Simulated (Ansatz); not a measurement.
## P on Ir(111): change of the work function

Wanted: Δφ(θ) for P/Ir(111), starting from the fcc site.

Calculated with Ansatz 0.2.0; plane-wave DFT, PBE, Ansatz PAW.

**1. Set-up**

The cell holds 4 atoms: 4 Ir. Cell: a = 2.715 Å, b = 2.715 Å, c = 24.651 Å, α = 90.0°, β = 90.0°, γ = 60.0°. Vacuum lies along c.

**2. The clean slab**

The bare slab comes first, as the zero from which every change is counted. The two lowest layers are held at bulk places and the upper ones relax. The dipole correction removes the false field that a one-sided slab makes across the periodic vacuum, so each face gets a flat vacuum level of its own.

Input file input.yaml:

```yaml
crystal:
  lattice:
    - [2.7152900398, 0.0, 0.0]
    - [1.3576450199, 2.3515101531, 0.0]
    - [0.0, 0.0, 24.6510751011]
  atoms:
    - { symbol: Ir, position: [0.0, 0.0, 0.3650956383] }
    - { symbol: Ir, position: [0.3333333333, 0.3333333333, 0.4550318794] }
    - { symbol: Ir, position: [0.6666666667, 0.6666666667, 0.5449681206] }
    - { symbol: Ir, position: [0.0, 0.0, 0.6349043617] }
kpoints:
  mp_grid: { grid: [12, 12, 1] }
hamiltonian:
  xc: pbe
scf:
  occupations: { method: fermi_dirac, width: 0.1 }
  convergence: { dr2_threshold: 1.0e-08 }
efield:
  axis: 3
  dipole_correction: true
  ramp_position: 0.97
  ramp_width: 0.06
relax:
  f_tol: 0.02
  max_steps: 60
  constraints: [{ sites: [0, 1] }]
output:
  write_potential: true
  write_density: true
  volumetric_format: npy
```

Launch:

```bash
$ ansatz run input.yaml --threads 4 --pin off --max-ram 16384MiB --backend cpu --events-out ev --progress --plain --runs-dir out
```

The program printed:

```text
Engine: ansatz 0.2.0, aarch64-unknown-linux-gnu
Pseudopotentials: kind: paw
Pseudopotential: Ir, paw, valence charge 17, recommended cutoff 420 eV (normal), Ir.paw.azcp
Functional definition: PBE
  parameter kappa = 0.804
  parameter beta = 0.066725
  exchange = pbe_x(kappa = kappa, mu = beta*pi^2/3)
  correlation = pbe_c(beta = beta)
Crystal: 4 atoms, lattice volume = 157.398 Å³
Basis set: ecut = 420 eV, 3101 PW (Γ), exchange–correlation on 40×40×360 points (8 copies of the dense FFT grid, shifted against one another)
Bands: 41, of which v1, the nominal top of the filled ones, is band 34 counted from 1 (33 counted from 0)
Symmetry: 6 space group operations
k-points: 19 of 144 (time reversal used)
Non-local potential: Ir, projectors of the file, l = 0: 3, l = 1: 2, l = 2: 2, l = 3: 1
PAW form: soft (Blöchl's): semilocal exchange-correlation on the pseudo side does not see the compensation charge
PAW one-centre angular grid: Ir, 590 points (default); XC on 64 Gauss nodes
Initial density: superposition of atomic densities (neutral atoms: chi_scale 0, normalization atom), corrected by the library's trained network
Initial wavefunctions: pseudopotential atomic-orbital guess
Functional: x = pbe(κ = 0.804, μ = 0.219515), c = pbe(β = 0.066725)
SCF iter   1: F=—  HF=-47739.534662 eV  |F-HF|=—  |Δ(HF+E_count)|=         —  Δρ=6.19e-3  dr2=3.30e-1  ethr=1.77e-3  p=0.000 e·Å  D=9.34e-15 V/Å  ΔV_dip=-0.00 eV  dr2_dipole=3.63e-7  V_vac-E_F(+/−)=5.19/5.19 eV  ⟨swp⟩=7.8  Hψ=3557  notcnv=0  defer=2
efield: sawtooth ramp at fractional position 0.9700 (set: `efield.ramp_position`, or a place that a band, a saddle search or an elastic batch's reference lends), width 0.0600; the density the first Hamiltonian is built on has a dipole p = 0.000 e·Å; the dipole correction subtracts the counter field D = 9.34e-15 V/Å, which shifts the + side's vacuum level by -0.00 eV against the − side's; the planar-averaged density in the ramp window peaks in size at 1.1e-5 e/Å³
preconditioner: auto → LDOS  [metal: Δε(μ)=0.097 eV  Ē_g=6.266 eV  σ=0.100 eV  W_gap=0.23  n_scr=18 (ndim 8)  ℏωp=17.8 eV  f_vac=0.579  D(μ)=3.93/eV (n_scr^D=16)  β→1.0]
SCF iter   2: F=—  HF=-47739.532903 eV  |F-HF|=—  |Δ(HF+E_count)|=   1.76e-3  Δρ=2.42e-3  dr2=2.91e-2  ethr=4.85e-4  p=-0.000 e·Å  D=-4.09e-5 V/Å  ΔV_dip=0.00 eV  dr2_dipole=6.08e-7  V_vac-E_F(+/−)=5.47/5.47 eV  ⟨swp⟩=1.8  Hψ=981  notcnv=0  defer=3
SCF iter   3: F=—  HF=-47739.530415 eV  |F-HF|=—  |Δ(HF+E_count)|=   2.49e-3  Δρ=5.42e-4  dr2=4.60e-4  ethr=4.28e-5  p=-0.000 e·Å  D=-3.23e-6 V/Å  ΔV_dip=0.00 eV  dr2_dipole=1.64e-8  V_vac-E_F(+/−)=5.48/5.48 eV  ⟨swp⟩=1.8  Hψ=1050  notcnv=0  defer=3
SCF iter   4: F=—  HF=-47739.530416 eV  |F-HF|=—  |Δ(HF+E_count)|=   5.85e-7  Δρ=1.07e-4  dr2=1.71e-5  ethr=6.77e-7  p=-0.000 e·Å  D=-2.54e-6 V/Å  ΔV_dip=0.00 eV  dr2_dipole=6.20e-10  V_vac-E_F(+/−)=5.49/5.48 eV  ⟨swp⟩=2.5  Hψ=1492  notcnv=0  defer=3
SCF iter   5: F=—  HF=-47739.530407 eV  |F-HF|=—  |Δ(HF+E_count)|=   8.59e-6  Δρ=3.97e-5  dr2=2.39e-6  ethr=2.51e-8  p=-0.000 e·Å  D=-6.81e-7 V/Å  ΔV_dip=0.00 eV  dr2_dipole=1.78e-10  V_vac-E_F(+/−)=5.49/5.49 eV  ⟨swp⟩=3.4  Hψ=1846  notcnv=0  defer=3
SCF iter   6: F=—  HF=-47739.530404 eV  |F-HF|=—  |Δ(HF+E_count)|=   3.25e-6  Δρ=1.67e-5  dr2=6.19e-7  ethr=3.51e-9  p=-0.000 e·Å  D=-9.99e-7 V/Å  ΔV_dip=0.00 eV  dr2_dipole=7.76e-11  V_vac-E_F(+/−)=5.49/5.49 eV  ⟨swp⟩=2.4  Hψ=1293  notcnv=0  defer=3
SCF iter   7: F=—  HF=-47739.530405 eV  |F-HF|=—  |Δ(HF+E_count)|=   3.14e-7  Δρ=3.98e-6  dr2=5.23e-8  ethr=9.11e-10  p=-0.000 e·Å  D=-2.27e-7 V/Å  ΔV_dip=0.00 eV  dr2_dipole=1.09e-12  V_vac-E_F(+/−)=5.49/5.49 eV  ⟨swp⟩=2.9  Hψ=1560  notcnv=0  defer=3
SCF iter   8: F=-47739.530405 eV  HF=-47739.530405 eV  |F-HF|=7.57e-9  |Δ(HF+E_count)|=   1.78e-8  Δρ=1.09e-6  dr2=3.21e-9  ethr=1.47e-11  p=-0.000 e·Å  D=-4.43e-8 V/Å  ΔV_dip=0.00 eV  dr2_dipole=5.40e-14  V_vac-E_F(+/−)=5.49/5.49 eV  ⟨swp⟩=11.1  Hψ=5975  notcnv=0
SCF 1 converged in 8 iterations: F = -47739.530405 eV  dr2 = 3.21e-9
  greatest PAW one-centre occupation: 1.000 electrons in one spin orbital (limit 2), on the Ir atom at site 1 (counted from 0), in its partial waves of l = 0
relax step   1: F+E_penalty+E_count = -47739.53040454 eV  Δ(F+E_penalty+E_count) = +0.000e0 eV  max|allowed force component| = 1.352e-1 eV/Å  Δτ_max = 0.0000 Å  (8 SCF iters, accepted)
Initial density: handed on by an earlier stage of this run
Initial wavefunctions: those handed on with the density
iter 1 solved again at ethr=1.27e-4 eV; its pass at ethr=3.10e-3 eV (dr2=8.61e-2 eV) is discarded
SCF iter   1: F=—  HF=-47739.531029 eV  |F-HF|=—  |Δ(HF+E_count)|=         —  Δρ=2.46e-3  dr2=7.87e-2  ethr=1.27e-4  p=-0.000 e·Å  D=-3.43e-7 V/Å  ΔV_dip=0.00 eV  dr2_dipole=3.17e-2  V_vac-E_F(+/−)=5.48/5.48 eV  ⟨swp⟩=1.9  Hψ=2300  notcnv=0  defer=5
efield: sawtooth ramp at fractional position 0.9700 (set: `efield.ramp_position`, or a place that a band, a saddle search or an elastic batch's reference lends), width 0.0600; the density the first Hamiltonian is built on has a dipole p = -0.000 e·Å; the dipole correction subtracts the counter field D = -3.43e-7 V/Å, which shifts the + side's vacuum level by +0.00 eV against the − side's; the planar-averaged density in the ramp window peaks in size at 2.8e-6 e/Å³
preconditioner: auto → LDOS  [metal: Δε(μ)=0.080 eV  Ē_g=6.312 eV  σ=0.100 eV  W_gap=0.19  n_scr=18 (ndim 8)  ℏωp=17.8 eV  f_vac=0.582  D(μ)=3.84/eV (n_scr^D=16)  β→1.0]
SCF iter   2: F=—  HF=-47739.530293 eV  |F-HF|=—  |Δ(HF+E_count)|=   7.35e-4  Δρ=1.06e-3  dr2=4.86e-3  ethr=1.16e-4  p=0.002 e·Å  D=2.34e-3 V/Å  ΔV_dip=-0.06 eV  dr2_dipole=1.15e-3  V_vac-E_F(+/−)=5.44/5.50 eV  ⟨swp⟩=2.0  Hψ=965  notcnv=0  defer=5
SCF iter   3: F=—  HF=-47739.529491 eV  |F-HF|=—  |Δ(HF+E_count)|=   8.03e-4  Δρ=4.91e-4  dr2=1.58e-3  ethr=7.15e-6  p=0.000 e·Å  D=5.10e-4 V/Å  ΔV_dip=-0.01 eV  dr2_dipole=1.15e-5  V_vac-E_F(+/−)=5.48/5.49 eV  ⟨swp⟩=3.0  Hψ=1497  notcnv=0  defer=5
SCF iter   4: F=—  HF=-47739.529186 eV  |F-HF|=—  |Δ(HF+E_count)|=   3.05e-4  Δρ=7.80e-5  dr2=1.08e-5  ethr=2.32e-6  p=0.001 e·Å  D=9.35e-4 V/Å  ΔV_dip=-0.02 eV  dr2_dipole=1.05e-6  V_vac-E_F(+/−)=5.47/5.49 eV  ⟨swp⟩=2.2  Hψ=1153  notcnv=0  defer=5
SCF iter   5: F=—  HF=-47739.529184 eV  |F-HF|=—  |Δ(HF+E_count)|=   1.86e-6  Δρ=3.71e-5  dr2=3.99e-6  ethr=1.59e-8  p=0.001 e·Å  D=8.37e-4 V/Å  ΔV_dip=-0.02 eV  dr2_dipole=1.38e-8  V_vac-E_F(+/−)=5.47/5.50 eV  ⟨swp⟩=2.9  Hψ=1583  notcnv=0  defer=5
SCF iter   6: F=—  HF=-47739.529168 eV  |F-HF|=—  |Δ(HF+E_count)|=   1.58e-5  Δρ=9.86e-6  dr2=2.11e-7  ethr=5.87e-9  p=0.001 e·Å  D=7.52e-4 V/Å  ΔV_dip=-0.02 eV  dr2_dipole=6.06e-9  V_vac-E_F(+/−)=5.48/5.49 eV  ⟨swp⟩=2.2  Hψ=1200  notcnv=0  defer=5
SCF iter   7: F=—  HF=-47739.529168 eV  |F-HF|=—  |Δ(HF+E_count)|=   2.30e-7  Δρ=4.00e-6  dr2=3.20e-8  ethr=3.11e-10  p=0.001 e·Å  D=7.22e-4 V/Å  ΔV_dip=-0.02 eV  dr2_dipole=6.76e-9  V_vac-E_F(+/−)=5.48/5.49 eV  ⟨swp⟩=3.1  Hψ=1431  notcnv=0  defer=5
SCF iter   8: F=-47739.529169 eV  HF=-47739.529169 eV  |F-HF|=8.44e-9  |Δ(HF+E_count)|=   8.39e-8  Δρ=1.08e-6  dr2=2.72e-9  ethr=1.47e-11  p=0.001 e·Å  D=7.05e-4 V/Å  ΔV_dip=-0.02 eV  dr2_dipole=3.02e-10  V_vac-E_F(+/−)=5.48/5.49 eV  ⟨swp⟩=11.2  Hψ=5971  notcnv=0
SCF 2 converged in 8 iterations: F = -47739.529169 eV  dr2 = 2.72e-9
  greatest PAW one-centre occupation: 1.000 electrons in one spin orbital (limit 2), on the Ir atom at site 2 (counted from 0), in its partial waves of l = 0
relax step   2: F+E_penalty+E_count = -47739.52916855 eV  Δ(F+E_penalty+E_count) = +1.236e-3 eV  max|allowed force component| = 2.063e-1 eV/Å  Δτ_max = 0.0402 Å  (8 SCF iters, rejected (line search))
SCF iter   1: F=—  HF=-47739.532178 eV  |F-HF|=—  |Δ(HF+E_count)|=         —  Δρ=1.53e-3  dr2=2.86e-2  ethr=4.36e-4  p=0.001 e·Å  D=7.05e-4 V/Å  ΔV_dip=-0.02 eV  dr2_dipole=1.13e-2  V_vac-E_F(+/−)=5.48/5.50 eV  ⟨swp⟩=2.7  Hψ=1390  notcnv=0  defer=5
efield: sawtooth ramp at fractional position 0.9700 (set: `efield.ramp_position`, or a place that a band, a saddle search or an elastic batch's reference lends), width 0.0600; the density the first Hamiltonian is built on has a dipole p = 0.001 e·Å; the dipole correction subtracts the counter field D = 7.05e-4 V/Å, which shifts the + side's vacuum level by -0.02 eV against the − side's; the planar-averaged density in the ramp window peaks in size at 2.3e-6 e/Å³
preconditioner: auto → LDOS  [metal: Δε(μ)=0.082 eV  Ē_g=6.284 eV  σ=0.100 eV  W_gap=0.20  n_scr=18 (ndim 8)  ℏωp=17.8 eV  f_vac=0.581  D(μ)=3.88/eV (n_scr^D=16)  β→1.0]
SCF iter   2: F=—  HF=-47739.531738 eV  |F-HF|=—  |Δ(HF+E_count)|=   4.40e-4  Δρ=6.52e-4  dr2=1.43e-3  ethr=4.20e-5  p=-0.000 e·Å  D=-4.32e-4 V/Å  ΔV_dip=0.01 eV  dr2_dipole=2.25e-4  V_vac-E_F(+/−)=5.50/5.49 eV  ⟨swp⟩=2.1  Hψ=1154  notcnv=0  defer=5
SCF iter   3: F=—  HF=-47739.531490 eV  |F-HF|=—  |Δ(HF+E_count)|=   2.48e-4  Δρ=3.15e-4  dr2=6.21e-4  ethr=2.10e-6  p=0.000 e·Å  D=4.60e-4 V/Å  ΔV_dip=-0.01 eV  dr2_dipole=3.40e-6  V_vac-E_F(+/−)=5.48/5.49 eV  ⟨swp⟩=2.9  Hψ=1511  notcnv=0  defer=5
SCF iter   4: F=—  HF=-47739.531360 eV  |F-HF|=—  |Δ(HF+E_count)|=   1.30e-4  Δρ=4.39e-5  dr2=3.31e-6  ethr=9.13e-7  p=0.000 e·Å  D=1.92e-4 V/Å  ΔV_dip=-0.00 eV  dr2_dipole=7.75e-8  V_vac-E_F(+/−)=5.49/5.49 eV  ⟨swp⟩=2.1  Hψ=1153  notcnv=0  defer=5
SCF iter   5: F=—  HF=-47739.531341 eV  |F-HF|=—  |Δ(HF+E_count)|=   1.92e-5  Δρ=2.02e-5  dr2=1.03e-6  ethr=4.87e-9  p=0.000 e·Å  D=2.40e-4 V/Å  ΔV_dip=-0.01 eV  dr2_dipole=6.40e-9  V_vac-E_F(+/−)=5.49/5.49 eV  ⟨swp⟩=3.1  Hψ=1640  notcnv=0  defer=5
SCF iter   6: F=—  HF=-47739.531341 eV  |F-HF|=—  |Δ(HF+E_count)|=   3.79e-7  Δρ=8.03e-6  dr2=1.31e-7  ethr=1.52e-9  p=0.000 e·Å  D=2.78e-4 V/Å  ΔV_dip=-0.01 eV  dr2_dipole=2.85e-9  V_vac-E_F(+/−)=5.49/5.49 eV  ⟨swp⟩=2.2  Hψ=1171  notcnv=0  defer=5
SCF iter   7: F=—  HF=-47739.531342 eV  |F-HF|=—  |Δ(HF+E_count)|=   1.54e-7  Δρ=2.33e-6  dr2=1.11e-8  ethr=1.93e-10  p=0.000 e·Å  D=2.91e-4 V/Å  ΔV_dip=-0.01 eV  dr2_dipole=3.46e-9  V_vac-E_F(+/−)=5.49/5.49 eV  ⟨swp⟩=2.3  Hψ=1197  notcnv=0  defer=5
SCF iter   8: F=-47739.531342 eV  HF=-47739.531342 eV  |F-HF|=4.82e-9  |Δ(HF+E_count)|=   2.99e-8  Δρ=5.88e-7  dr2=7.04e-10  ethr=1.47e-11  p=0.000 e·Å  D=2.99e-4 V/Å  ΔV_dip=-0.01 eV  dr2_dipole=3.87e-11  V_vac-E_F(+/−)=5.49/5.49 eV  ⟨swp⟩=10.5  Hψ=5644  notcnv=0
SCF 3 converged in 8 iterations: F = -47739.531342 eV  dr2 = 7.04e-10
relax step   3: F+E_penalty+E_count = -47739.53134163 eV  Δ(F+E_penalty+E_count) = -9.371e-4 eV  max|allowed force component| = 2.789e-3 eV/Å  Δτ_max = 0.0158 Å  (8 SCF iters, accepted)
NSCF: frozen V_eff on 19 k-points
the band table was solved once a step of the walk had ended and its energy, with any forces and stress, was formed, with the checks that follow a solve (3882 applications of the Hamiltonian). They found nothing against the state; the energy, forces and stress were not computed again (output.eigenvalues in the input reference)
WARN: The output density's exchange-correlation potential varies sharply where the density is thin. Do not read a vacuum level from v_tot or v_xc, or from such a field of the output density. On a cell that repeats whose density bears no net charge and no dipole along the vacuum's axis use v_es (v_loc + v_h of the components); under efield.dipole_correction with no amplitude use v_es + v_field, which holds any externa [...]
SCF converged after 8 iterations
Free energy (F): -47739.531342 eV
Harris-Foulkes:  -47739.531342 eV  (|F-HF|=4.82e-9)
Internal energy: -47739.398849 eV  (E = F + TS)
E sigma→0 (E₀):  -47739.465095 eV
Entropy (-TS):   -0.132493 eV (-33.123 meV/atom)
Fermi energy:    5.735751 eV
Dipole field:    D = 0.000309 V/Å  (p = 0.000269 e·Å, saw-weighted, corrected)
Work function:   Φ+ = 5.4864 eV   Φ− = 5.4940 eV
Levels:          The Fermi level and band energies are counted from a zero that moves with the ramp; work functions are not
--- Per-component energies (eV) ---
  E_band       = -1671.576536
  E_kinetic    = 2486.113090
  E_local      = -117421.112825  (includes V_loc(G=0)·N_el)
  E_nonlocal   = 291.629511
  E_hartree    = 57547.560057
  E_xc         = -1068.589999
  E_vxc        = -1195.849486  (∫ρ·V_xc dr)
  E_paw        = -36893.549535  (= ΣΔE_a)
  E_vpaw       = -927.471881  (= ΣTr[D̂ρ^β])
  E_aug_tail   = 0.000219  (compensation charges beyond the density's cutoff)
  E_efield     = 0.000000  (sawtooth field / dipole correction)
  E_vefield    = 0.000097  (∫n·V_field dr)
  E_ewald      = 47318.550633
  E_smearing   = -0.132493  (= −TS)
  E_closure    = -0.000000  (closes the sum)
  Σ components = -47739.531342   (vs F -47739.531342, Δ=0.00e0)
--- Forces (eV/Å), atoms counted from 1 ---
  atom   1  Ir     0.00000000    -0.00000000     0.12831668
  atom   2  Ir     0.00000000    -0.00000000    -0.13090801
  atom   3  Ir    -0.00000000     0.00000000    -0.00020060
  atom   4  Ir     0.00000000     0.00000000     0.00278869
  max |Σ_I F_I| component: 3.23e-6 eV/Å
--- Band table (eV; the first three rows and the last of 19) ---
  k-point 0: bands = [... 30 lower, 2.8245, 4.5654, 4.5654, 4.9154, 4.9154, 5.0203, 5.8533, 5.8533, ... 3 higher]
  k-point 1: bands = [... 30 lower, 3.0292, 4.3234, 4.3914, 4.3950, 4.8764, 4.9658, 5.3069, 5.8533, ... 3 higher]
  k-point 2: bands = [... 30 lower, 3.6025, 3.6292, 3.8672, 4.2957, 4.5009, 4.9807, 5.8191, 5.8473, ... 3 higher]
  k-point 18: bands = [... 30 lower, 4.4076, 4.4245, 5.5716, 6.0441, 6.1830, 6.1849, 11.3203, 11.4245, ... 3 higher]
--- Relaxed structure (3 steps of the walk, 2 accepted, 0 SCFs on fresh bases) ---
  F+E_penalty+E_count = -47739.53134163 eV   max|allowed force component| = 2.789e-3 eV/Å
  atoms:
    - { symbol: Ir, position: [0.0, 0.0, 0.365096] }
    - { symbol: Ir, position: [0.333333, 0.333333, 0.4550318794] }
    - { symbol: Ir, position: [0.666667, 0.666667, 0.544863] }
    - { symbol: Ir, position: [-7.456009e-19, 0, 0.634264] }
```

Run time: 7.4 s. Hardware: 4 threads of Arm Neoverse V2, shared host; peak memory 0.47 GiB.

Relaxation path:

| step | energy less that of the first step (eV) | largest force component (eV/Å) |
| --- | --- | --- |
| 1 | 0.0000 | 0.1352 |
| 2 | 0.0012 | 0.2063 |
| 3 | -0.0009 | 0.0028 |

Relaxation step 2 was tried and not accepted.

The run keeps the 6 symmetry operations that the program found, so distortions that break them were not tested.

The atoms that moved most (Å):

| atom | dx | dy | dz | length |
| --- | --- | --- | --- | --- |
| Ir4 | 0.000 | 0.000 | -0.016 | 0.016 |

This step gave:

- energy at zero smearing: -47739.4651 eV
- work function, upper face: 5.486 eV
- dipole along the normal: 2.69e-4 e·Å

Running mean over 2.217 Å of the planar mean; the ramp of the sawtooth is left out. Table of electron's electrostatic potential energy less the Fermi level by z:

z (Å), electron's electrostatic potential energy less the Fermi level (eV) and a bar from the least value:
```
        4        5.5 ##############################
        5        5.5 ##############################
        6        5.4 ##############################
        7        4.3 ############################
        8       -5.5 #############
        9      -12.7 #
       10      -13.3 
       11      -13.5 
       12      -13.6 
       13      -13.6 
       14      -13.6 
       15      -13.3 
       16      -11.7 ###
       17       -0.8 ####################
       18        5.0 #############################
       19        5.5 ##############################
       20        5.5 ##############################
       21        5.5 ##############################
```

The relaxation took 3 steps and lowered the energy by 9.4e-4 eV; the largest force on the free atoms ends at 0.0028 eV/Å.

The work function of the upper face is 5.49 eV.

(Part 1 of 4 ends here.)

[Long decimals in the printed logs are rounded to 6 places.]

[Logs are printed without paths, hosts, clocks, repeated set-up lines and the standing remarks that a program may print on its own settings, such as how far it seeks lower states.]

[Hosts, paths, dates, database ids (printed as entryN), source tags and the programs' standing remarks are cut or masked in the printed files.]

[Maps of the electrostatic potential energy from Ansatz leave out the sawtooth potential of an applied field or a dipole correction, so their vacuum need not be flat; planar profiles and work functions include it.]
